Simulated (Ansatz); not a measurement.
**Pt3PbC (Pm-3m): following an unstable mode**

Which phase does Pt3PbC (Pm-3m) fall into along its unstable mode, and how much energy does it gain?

Method: DFT PBEsol, scalar-relativistic, plane waves, PAW; PAW set soft_1, in Ansatz 0.2.0.

Report form: the programs' logs are mostly left out.

## Step 1: The structure

The structure is cubic, space group Pm-3m (No. 221). Conventional cell: a = 4.281 Å, b = 4.281 Å, c = 4.281 Å, α = 90.00°, β = 90.00°, γ = 90.00°. Pt has 2 C at 2.14 Å and 8 Pt at 3.03 Å and 4 Pb at 3.03 Å nearest. Pb has 12 Pt at 3.03 Å nearest. C has 6 Pt at 2.14 Å nearest. Farther neighbours are not listed.

As a file:

```cif
data_structure
_symmetry_space_group_name_H-M 'P 1'
_symmetry_Int_Tables_number 1
_cell_length_a 4.2811
_cell_length_b 4.2811
_cell_length_c 4.2811
_cell_angle_alpha 90.000
_cell_angle_beta 90.000
_cell_angle_gamma 90.000
_cell_volume 78.47
loop_
_atom_site_label
_atom_site_type_symbol
_atom_site_fract_x
_atom_site_fract_y
_atom_site_fract_z
_atom_site_occupancy
Pt1 Pt 0.00000 0.50000 0.50000 1
Pt2 Pt 0.50000 0.50000 0.00000 1
Pt3 Pt 0.50000 0.00000 0.50000 1
Pb4 Pb 0.00000 0.00000 0.00000 1
C5 C 0.50000 0.50000 0.50000 1
```

## Step 2: Response at finite wavevector

The cell comes from relaxations at this level that are not shown. Stability and thermal properties need the whole zone. Linear response on a 4×4×4 q mesh gives force constants as far as a supercell of that size would.

File input.yaml:

```yaml
crystal:
  lattice:
    - [4.2811329647, 0.0, 0.0]
    - [0.0, 4.2811329647, 0.0]
    - [0.0, 0.0, 4.2811329647]
  atoms:
    - { symbol: Pt, position: [0.0, 0.5, 0.5] }
    - { symbol: Pt, position: [0.5, 0.5, 0.0] }
    - { symbol: Pt, position: [0.5, 0.0, 0.5] }
    - { symbol: Pb, position: [0.0, 0.0, 0.0] }
    - { symbol: C, position: [0.5, 0.5, 0.5] }
kpoints:
  mp_grid: { grid: [8, 8, 8] }
hamiltonian:
  xc: pbesol
  pseudopotentials: { kind: paw, azcp: { folder: soft_1 }, xc_functional: pbe }
scf:
  occupations: { method: methfessel_paxton, width: 0.2 }
output:
  eigenvalues: true
phonons:
  method: dfpt
  qmesh: [4, 4, 4]
  temperatures: { t_max: 1000, t_step: 50 }
  qpath:
    path:
      - [[0.0, 0.0, 0.0], [0.0, 0.5, 0.0], [0.5, 0.5, 0.0], [0.0, 0.0, 0.0], [0.5, 0.5, 0.5], [0.0, 0.5, 0.0]]
      - [[0.5, 0.5, 0.5], [0.5, 0.5, 0.0]]
    npoints: 10
```

Command:

```sh
$ ansatz run input.yaml --threads 4 --pin off --max-ram 10240MiB --backend cpu --events-out ev --progress --plain --runs-dir out
```

It took 21 min on 4 threads of Arm Neoverse V2, shared host; peak memory 3.7 GiB; 82 min of CPU time.

Numbers from this step:

```yaml
volume_per_atom: 15.69 Å³
gap_on_the_k_mesh: 0 eV
sum_rule_residual_before_enforcement: 9.72e-5 eV/Å²
lowest_frequency_on_the_path: -127.4 cm⁻¹
point_group: m-3m
highest_frequency_on_the_path_or_at_a_solved_wavevector: 539.5 cm⁻¹
highest_optical_mode_at_the_zone_centre_no_lo_to_term: 225.1 cm⁻¹
lowest_optical_zone_centre_mode: -122.0 cm⁻¹
lowest_mode_on_the_q_mesh_acoustic_modes_at_gamma_apart: -126.1 cm⁻¹
```

Frequencies (cm⁻¹) solved at each irreducible wavevector; negative means imaginary. Frequencies by wavevector, by row:

```csv
q in reciprocal lattice units,star,mode 1,mode 2,mode 3,mode 4,mode 13,mode 14,mode 15
0 0 0,1,-122,-122,-122,0,225.1,225.1,225.1
0 0 0.25,6,-126.1,-126.1,-36.8,-36.8,218.5,218.5,419
0 0 -0.5,3,-93,-93,-77.2,-77.2,212.8,212.8,520
0 0.25 0.25,12,-118.5,-70.9,-52.3,-31.7,215.1,406.6,422.9
0 0.25 -0.5,12,-95.1,-89.4,-70.5,-58.3,208.9,413.5,520.5
0 -0.5 -0.5,3,-100.6,-64.6,-63.4,-63.4,190.1,522.5,522.5
0.25 0.25 0.25,8,-65.8,-65.8,-64.4,-39.1,397.9,421.8,421.8
0.25 0.25 -0.5,12,-72.8,-64.2,-56.8,-26,407.9,421.8,520.5
0.25 -0.5 -0.5,6,-68.6,-63.2,-63.2,-20,413.7,527.1,527.1
-0.5 -0.5 -0.5,1,-68.8,-68.8,-68.8,22.2,539.5,539.5,539.5
```

Interpolated from a 4×4×4 q mesh. The phonon branches at the labelled points (cm⁻¹):

```csv
point,branch 1,branch 2,branch 3,branch 4,branch 12,branch 13,branch 14,branch 15
Γ,-122,-122,-122,0,87,225,225,225
halfway,-126,-126,-37,-37,94,218,218,419
X,-93,-93,-77,-77,104,213,213,520
halfway,-95,-89,-70,-58,116,209,414,520
M,-101,-65,-63,-63,123,190,522,522
halfway,-118,-71,-52,-32,102,215,407,423
Γ,-122,-122,-122,0,87,225,225,225
halfway,-66,-66,-64,-39,118,398,422,422
R,-69,-69,-69,22,158,540,540,540
halfway,-73,-64,-57,-26,133,408,422,520
X,-93,-93,-77,-77,104,213,213,520
jump to R,-69,-69,-69,22,158,540,540,540
halfway,-69,-63,-63,-20,146,414,527,527
M,-101,-65,-63,-63,123,190,522,522
```

Symmetry leaves 10 wavevectors to solve. The lowest mode among them, the acoustic zeros apart, lies at q = (0, 0, 0.25) and is imaginary, 126.1i cm⁻¹, so the energy falls along it.

## Step 3: The mode frozen in, largest atomic shift 0 Å

The mode followed lies at Γ with frequency 122.0i cm⁻¹ and is 3-fold degenerate, one of the unstable modes though not the softest. At small amplitude the distorted cell has space group no. 160 by a symmetry search on the positions. The undistorted cell that holds it gives the zero of energy on the same k mesh.

input.yaml, the sections that differ from step 2:

```yaml
output:
  forces: true
  stress: true
  eigenvalues: true
# crystal, kpoints, hamiltonian, scf: as in step 2
# phonons: removed
```

It took 1.6 s on 4 threads; peak memory 0.43 GiB; 5.7 s of CPU time.

Numbers from this step:

```yaml
pressure: -3.31e-5 GPa
energy_from_the_undistorted_cell: 0 meV/atom
```

The run ends at a pressure of 0.00 GPa.

## Step 4: The mode frozen in, largest atomic shift 0.22 Å

The atoms are moved along the unstable eigenvector, the largest shift by 0.22 Å, with the cell fixed.

input.yaml, the sections that differ from step 3:

```yaml
crystal:
  lattice:
    - [4.2811329647, 0.0, 0.0]
    - [0.0, 4.2811329647, 0.0]
    - [0.0, 0.0, 4.2811329647]
  atoms:
    - { symbol: Pt, position: [0.0071653185, 0.5042927998, 0.5042927998] }
    - { symbol: Pt, position: [0.4957072002, 0.5042927998, -0.0071653185] }
    - { symbol: Pt, position: [0.4957072002, -0.0071653185, 0.5042927998] }
    - { symbol: Pb, position: [-0.0003826284, 0.0003826284, 0.0003826284] }
    - { symbol: C, position: [0.5296690293, 0.4703309707, 0.4703309707] }
# kpoints, hamiltonian, scf, output: as in step 3
```

Wall time 4.5 s (4 threads); peak memory 0.45 GiB; 17 s of CPU time.

This step gave:

```
pressure                         : 0.5496 GPa
energy from the undistorted cell : -5.915 meV/atom
```

The energy, extrapolated to zero smearing, is -5.92 meV/atom against the undistorted cell.

The run ends at a pressure of 0.55 GPa, with forces up to 0.38 eV/Å.

## Step 5: Energy along the mode, all amplitudes (two of the runs are shown above)

An imaginary frequency means negative curvature, so the energy should fall and then rise again as anharmonic terms take over.

Numbers from this step:

| Property | Result |
| --- | --- |
| depth at the lowest point sampled | 5.915 meV/atom |
| largest atomic shift at that point | 0.22 Å |

Energy from the parent against largest atomic shift:

```csv
largest atomic shift (Å),energy from the parent (meV/atom)
0.000,0
0.040,-0.287
0.080,-1.12
0.140,-3.15
0.220,-5.92
0.320,-5.74
0.450,5.86
```

Displacement at unit largest shift by atom:

```csv
atom,x (Å),y (Å),z (Å),size
Pt1,0.139,0.084,0.084,0.183
Pt2,-0.084,0.084,-0.139,0.183
Pt3,-0.084,-0.139,0.084,0.183
Pb4,-0.007,0.007,0.007,0.012
C5,0.577,-0.577,-0.577,0.999
```

The lowest of the steps tried is at 0.22 Å, 5.92 meV/atom below the parent; the bottom of the well need not coincide with a step.

## Step 6: Relaxing from the distorted cell

Starting from the lowest point found, all atoms and the cell are let go, so that strain and other modes of the same symmetry can join in.

Edit input.yaml of step 4 so:

```diff
@@ -22 +22,6 @@
   eigenvalues: true
+relax:
+  adjacent_minimum: "off"
+  f_tol: 0.002
+  max_steps: 120
+  cell: { stress_tol: 0.03 }
```

It took 45 s on 4 threads; peak memory 0.49 GiB.

Relaxation path:

```csv
step,energy less that of the first step (eV),largest force component (eV/Å),pressure (GPa),volume (Å³)
1,0.0000,0.3370,0.55,78.47
2,-0.0388,0.1549,0.41,78.31
3,-0.0694,0.2773,0.03,78.00
4,-0.0852,0.0927,-1.03,78.53
5,-0.0876,0.0609,1.41,77.49
6,-0.0915,0.0065,0.06,77.99
7,-0.0915,0.0014,0.01,78.01
8*,-0.0921,0.0014,0.02,78.01
9,-0.0921,0.0008,0.00,78.01
10*,-0.0921,0.0008,0.00,78.01
```

Relaxation steps marked * repeat the geometry before them on a plane-wave basis chosen anew for their cell, so energy and pressure can jump there.

Forces are held to the 6 operations that the run works with; a distortion that breaks them can't arise in this run.

```csv
"conventional cell, symmetrised",before,after,change
a (Å),6.054,6.249,+3.2 %
b (Å),6.054,6.249,+3.2 %
c (Å),7.415,6.920,-6.7 %
volume (Å³/atom),15.69,15.60,-0.6 %
```

The atoms that moved most (Å, as changes of fractional coordinates times the final cell):

```csv
atom,dx,dy,dz,length
C5,0.070,-0.070,-0.070,0.122
Pb4,-0.061,0.061,0.061,0.106
Pt1,0.076,0.043,0.043,0.097
Pt2,-0.043,0.043,-0.076,0.097
Pt3,-0.043,-0.076,0.043,0.097
```

The relaxed structure:

```cif
data_structure
_symmetry_space_group_name_H-M 'P 1'
_symmetry_Int_Tables_number 1
_cell_length_a 4.2822
_cell_length_b 4.2822
_cell_length_c 4.2822
_cell_angle_alpha 93.712
_cell_angle_beta 86.288
_cell_angle_gamma 86.288
_cell_volume 78.01
loop_
_atom_site_label
_atom_site_type_symbol
_atom_site_fract_x
_atom_site_fract_y
_atom_site_fract_z
_atom_site_occupancy
Pt1 Pt 0.02436 0.51401 0.51401 1
Pt2 Pt 0.48599 0.51401 0.97564 1
Pt3 Pt 0.48599 0.97564 0.51401 1
Pb4 Pb 0.98427 0.01573 0.01573 1
C5 C 0.54726 0.45274 0.45274 1
```

This step gave:

```yaml
pressure: -6.00e-4 GPa
volume_per_atom: 15.60 Å³
```

The distorted start has space group R3m; the relaxation ends in R3m.

## Step 7: The new phase in its own primitive cell

The relaxed structure is symmetrised, reduced to its primitive cell and relaxed tightly, as its phonons need.

input.yaml, the sections that differ from step 6:

```yaml
crystal:
  lattice:
    - [3.1244859814, 1.8039228224, 2.3067268073]
    - [-3.1244859814, 1.8039228224, 2.3067268073]
    - [0.0, -3.6078456448, 2.3067268073]
  atoms:
    - { symbol: Pt, position: [0.4859883617, 0.4859883617, 0.0243636585] }
    - { symbol: Pt, position: [0.4859883617, 0.0243636585, 0.4859883617] }
    - { symbol: Pt, position: [0.0243636585, 0.4859883617, 0.4859883617] }
    - { symbol: Pb, position: [0.984269674, 0.984269674, 0.984269674] }
    - { symbol: C, position: [0.5472560639, 0.5472560639, 0.5472560639] }
kpoints:
  mp_grid: { grid: [9, 9, 9] }
relax:
  adjacent_minimum: "off"
  f_tol: 0.001
  max_steps: 60
  cell: { stress_tol: 0.01 }
# hamiltonian, scf, output: as in step 6
```

The job ended after 41 s (4 threads; peak memory 0.53 GiB; 2.7 min of CPU time).

Relaxation path:

```csv
step,energy less that of the first step (eV),largest force component (eV/Å),pressure (GPa),volume (Å³)
1,0.0000,0.0029,-0.02,78.01
2,-0.0003,0.0057,0.04,77.98
3,-0.0003,0.0214,-0.20,78.05
4,-0.0004,0.0158,0.08,77.94
5,-0.0002,0.0305,0.05,77.96
6,-0.0005,0.0002,0.00,77.97
7*,-0.0004,0.0002,0.00,77.97
```

Relaxation steps marked * repeat the geometry before them on a plane-wave basis chosen anew for their cell, so energy and pressure can jump there. Relaxation step 5 was tried and not accepted.

Forces are held to the 6 operations that the run works with; a distortion that breaks them can't arise in this run.

```csv
"conventional cell, symmetrised",before,after,change
a (Å),6.249,6.265,+0.3 %
b (Å),6.249,6.265,+0.3 %
c (Å),6.920,6.882,-0.6 %
volume (Å³/atom),15.60,15.59,-0.0 %
```

Final coordinates:

```xyz
5
Lattice="3.1325 1.8085 2.2939 -3.1325 1.8085 2.2939 0.0000 -3.6171 2.2939" Properties=species:S:1:pos:R:3 pbc="T T T"
Pt    0.0000    1.6683    2.2852
Pt    1.4448   -0.8341    2.2852
Pt   -1.4448   -0.8341    2.2852
Pb    0.0000    0.0000    6.7708
C     0.0000    0.0000    3.7696
```

This step gave:

| Item | Value |
| --- | --- |
| pressure | 1.44e-5 GPa |
| volume per atom | 15.59 Å³ |

The largest force component left is 0.18 meV/Å and the pressure is 0.000 GPa, within the tolerances set. The cell now holds 15.59 Å³/atom.

## Step 8: Modes of the new phase, k-mesh 9×9×9

A relaxed structure may still be a saddle point, so its zone-centre modes are computed. No field response is asked, since the mesh shows no gap.

input.yaml, the sections that differ from step 7:

```yaml
crystal:
  lattice:
    - [3.1324906765, 1.8085443353, 2.2938944224]
    - [-3.1324906765, 1.8085443353, 2.2938944224]
    - [0.0, -3.6170886706, 2.2938944224]
  atoms:
    - { symbol: Pt, position: [0.4858123099, 0.4858123099, 0.0245908897] }
    - { symbol: Pt, position: [0.4858123099, 0.0245908897, 0.4858123099] }
    - { symbol: Pt, position: [0.0245908897, 0.4858123099, 0.4858123099] }
    - { symbol: Pb, position: [0.9838841806, 0.9838841806, 0.9838841806] }
    - { symbol: C, position: [0.5477664296, 0.5477664296, 0.5477664296] }
output:
  eigenvalues: true
phonons:
  method: dfpt
# kpoints, hamiltonian, scf: as in step 7
# relax: removed
```

Run time: 2.3 min. Hardware: 4 threads; peak memory 2.1 GiB.

Numbers from this step:

```
sum-rule residual before enforcement                    : 2.79e-5 eV/Å²
point group                                             : 3m
highest optical mode at the zone centre (no LO-TO term) : 340.4 cm⁻¹
lowest optical zone-centre mode                         : 43.01 cm⁻¹
```

Patterns of degenerate modes are one choice out of their space. Modes at Γ, with each element's share of the kinetic energy:

```csv
mode,frequency (cm⁻¹),symmetry,Pt %,Pb %,C %
1,0.0,acoustic,73,26,1
2,0.0,acoustic,73,26,1
3,0.0,acoustic,73,26,1
4,43.0,E,82,0,18
5,43.0,E,82,0,18
6,61.2,E,63,35,1
7,61.2,E,63,35,1
8,65.8,A2,100,0,0
9,88.9,A1,55,44,1
10,93.1,E,61,38,1
11,93.1,E,61,38,1
12,138.8,A1,70,30,1
13,253.3,E,22,1,78
14,253.3,E,22,1,78
15,340.4,A1,3,0,97
```

Displacements in mode 4 (43.0 cm⁻¹), the largest set to 1:
```
Pt1 -0.01  0.25 -0.17
Pt2 -0.24 -0.17  0.08
Pt3  0.24 -0.16  0.09
Pb4  0.00  0.02  0.00
C5   0.02  1.00  0.00
```

Displacements in mode 8 (65.8 cm⁻¹), the largest set to 1:
```
Pt1  1.00  0.00  0.00
Pt2 -0.50 -0.87  0.00
Pt3 -0.50  0.87  0.00
Pb4  0.00  0.00  0.00
C5   0.00  0.00  0.00
```

Before it was imposed, the acoustic sum rule was missed by 2.8e-5 eV/Å². Small misses are needed for a sound result but don't prove that mesh and cutoff are converged. The lowest optical mode is real, 43.0 cm⁻¹.

## Step 9: Results

```json
{
 "unstable mode of the parent": "q = (0, 0, 0), 122i cm⁻¹",
 "depth at the lowest point sampled": "5.92 meV/atom",
 "largest atomic shift at that point": "0.22 Å",
 "space group reached (within 0.01 Å)": "R3m",
 "energy gained over the parent (first relaxation, on the mesh of the frozen mode)": "23.9 meV/atom",
 "volume per atom, phase reached": "15.6 Å³",
 "lowest optical zone-centre mode, phase reached": "43.0 cm⁻¹",
 "highest optical mode at the zone centre (no LO-TO term), phase reached": "340 cm⁻¹"
}
```

Along this mode the structure falls into R3m, 23.9 meV/atom below the parent. At the parent's cell the well is 5.915 meV/atom deep on the steps tried, with its lowest point at a shift of 0.22 Å. Relaxing atoms and cell changes the gain by +18.02 meV/atom against the lowest step (energies at zero smearing). Most of the total comes from this relaxation. The new phase has no imaginary mode at the zone centre of its cell; other wavevectors were not checked. Of the 4 patterns followed to their end from this parent, this one ends 138 meV/atom above the lowest, P4mm. Each path keeps the symmetry of its pattern, so a lower phase may lie along a pattern not tried. With no gap, or one that is small against the smearing, the frequencies hang on the k mesh and the smearing, most of all near Kohn anomalies. Spin-orbit coupling is left out, which can matter for the heavy elements here. The PAW files were made for PBE and serve the other functionals too. A phonon run warned that its eigensolver left some bands unconverged in a pass.

[Logs are printed without paths, hosts, clocks, repeated set-up lines and the standing remarks that a program may print on its own settings, such as how far it seeks lower states.]

[Hosts, paths, dates, database ids (printed as entryN), source tags and the programs' standing remarks are cut or masked in the printed files.]
